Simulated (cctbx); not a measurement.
## Finding the light atoms

Cell a = 12.3200 Å, b = 6.2920 Å, c = 12.0690 Å, α = 90.00°, β = 102.17°, γ = 90.00°; space group C2/c (no. 15); content Br24 Cr4 Li4. The heavier atoms are placed; Li is still missing.

The data are simulated with cctbx, not measured: Mo Kα, λ = 0.71073 Å, to d = 0.6 Å, 50 % of the full sphere, strongest reflection 5000 counts, noise from counting, a 2 % proportional error and a noise floor of 2 counts (s.d.); no absorption.

Refinement without Li (map in e/Å³):

```text
Rint 0.040, 2055 unique reflections to 0.60 A
cycle     R1     wR2    GooF  max shift (A)
   1  0.2578  0.4601   6.449   0.04890
   2  0.0387  0.0813   1.140   0.00001
final R1 0.0387 wR2 0.0813 GooF 1.140  parameters 13  data/parameter 158.1
atom        x        y        z      Ueq    occ   su(xyz)  su(Uiso or U11)
Br1    0.64895  0.57405  0.52934   0.0038  1.000  0.00006  0.0001
Br2    0.71370  0.08970  0.67105   0.0037  1.000  0.00006  0.0001
Br3    0.92556  0.60645  0.10319   0.0043  1.000  0.00006  0.0001
Cr1    0.75000  0.75000  0.00000   0.0053  1.000  0.00000  0.0002
difference map: max 10.81 min -3.17 rms 0.47
Q1    0.0000  0.0925  0.2500    4   11.47  3.48 A from Br1
Q2    0.1878  0.3867  0.1568    8    2.16  0.36 A from Br2
Q3    0.2432  0.4334  0.1923    8    2.08  0.42 A from Br2
Q4    0.1686  0.0479  0.1909    8    1.83  2.06 A from Br1
Q5    0.1760  0.0553  0.5198    8    1.82  0.39 A from Br1
Q6    0.2326  0.3091  0.9820    8    1.82  0.46 A from Cr1
Q7    0.2431  0.1345  0.2026    8    1.82  1.80 A from Br2
Q8    0.0614  0.3767  0.9219    8    1.73  0.39 A from Br3
```

The data are simulated with cctbx, not measured: neutrons of λ = 0.95 Å, to d = 0.7 Å, 50 % of the full sphere, strongest reflection 5000 counts, noise from counting, a 2 % proportional error and a noise floor of 2 counts (s.d.); no absorption.

Refinement without Li (map in fm/Å³; only maxima are listed):

```text
Rint 0.028, 1296 unique reflections to 0.70 A
cycle     R1     wR2    GooF  max shift (A)
   1  0.2224  0.4323   9.295   0.04250
   2  0.1116  0.2096   4.507   0.00022
final R1 0.1115 wR2 0.2096 GooF 4.507  parameters 13  data/parameter 99.7
atom        x        y        z      Ueq    occ   su(xyz)  su(Uiso or U11)
Br1    0.64882  0.57420  0.52949   0.0043  1.000  0.00019  0.0003
Br2    0.71365  0.08977  0.67118   0.0045  1.000  0.00019  0.0003
Br3    0.92571  0.60631  0.10326   0.0051  1.000  0.00020  0.0003
Cr1    0.75000  0.75000  0.00000   0.0057  1.000  0.00000  0.0006
difference map: max 1.49 min -16.24 rms 0.35
Q1    0.9893  0.0928  0.1909    8    1.58  2.84 A from Br1
Q2    0.0566  0.0907  0.2722    8    1.48  2.99 A from Br2
Q3    0.0207  0.0243  0.2170    8    1.37  3.08 A from Br3
Q4    0.0000  0.2006  0.2500    4    1.35  3.13 A from Br3
Q5    0.1721  0.0614  0.5132    8    1.10  0.39 A from Br1
Q6    0.1136  0.0477  0.2878    8    0.75  2.25 A from Br2
Q7    0.0000  0.4103  0.2500    4    0.75  2.19 A from Br3
Q8    0.0000  0.1261  0.7500    4    0.67  2.47 A from Br3
```

**Question.** Where is Li, and which data fix it better?

Li sits at (0, 0.9099, 3/4). Adding it takes R1 from 0.039 to 0.033 with X-rays and from 0.112 to 0.024 with neutrons. Its largest coordinate s.u. is 0.00172 with X-rays and 0.00029 with neutrons, so neutrons fix it better in these data. In the X-ray map Q1 marks it. No listed neutron peak is on it. Natural Li has a negative scattering length, so it shows as a hole in the neutron map (minimum -16.2), not among the maxima.

Final neutron refinement:

```text
Rint 0.028, 1296 unique reflections to 0.70 A
cycle     R1     wR2    GooF  max shift (A)
   1  0.2071  0.4212   9.062   0.04146
   2  0.0235  0.0527   1.134   0.00002
final R1 0.0235 wR2 0.0527 GooF 1.134  parameters 15  data/parameter 86.4
atom        x        y        z      Ueq    occ   su(xyz)  su(Uiso or U11)
Br1    0.64895  0.57410  0.52925   0.0038  1.000  0.00005  0.0001
Br2    0.71368  0.08979  0.67101   0.0038  1.000  0.00005  0.0001
Br3    0.92556  0.60647  0.10320   0.0044  1.000  0.00005  0.0001
Cr1    0.75000  0.75000  0.00000   0.0052  1.000  0.00000  0.0001
Li1    0.00000  0.91019  0.75000   0.0090  1.000  0.00029  0.0003
difference map: max 0.57 min -0.69 rms 0.10
Q1    0.1813  0.3814  0.1497    8    0.60  0.46 A from Br2
Q2    0.2385  0.4563  0.1848    8    0.55  0.43 A from Br2
Q3    0.1249  0.1175  0.5509    8    0.50  0.51 A from Br1
Q4    0.1741  0.0522  0.5088    8    0.49  0.46 A from Br1
Q5    0.1301  0.2749  0.6926    8    0.43  2.27 A from Br2
Q6    0.1666  0.1383  0.6922    8    0.38  1.97 A from Br1
```

The model is made up (kin elements in a known structure type, no relaxation), so it says nothing on whether the phase exists.

[Middle refinement cycles are left out of these outputs.]

[Logs are printed without paths, hosts, clocks, repeated set-up lines and the standing remarks that a program may print on its own settings, such as how far it seeks lower states.]
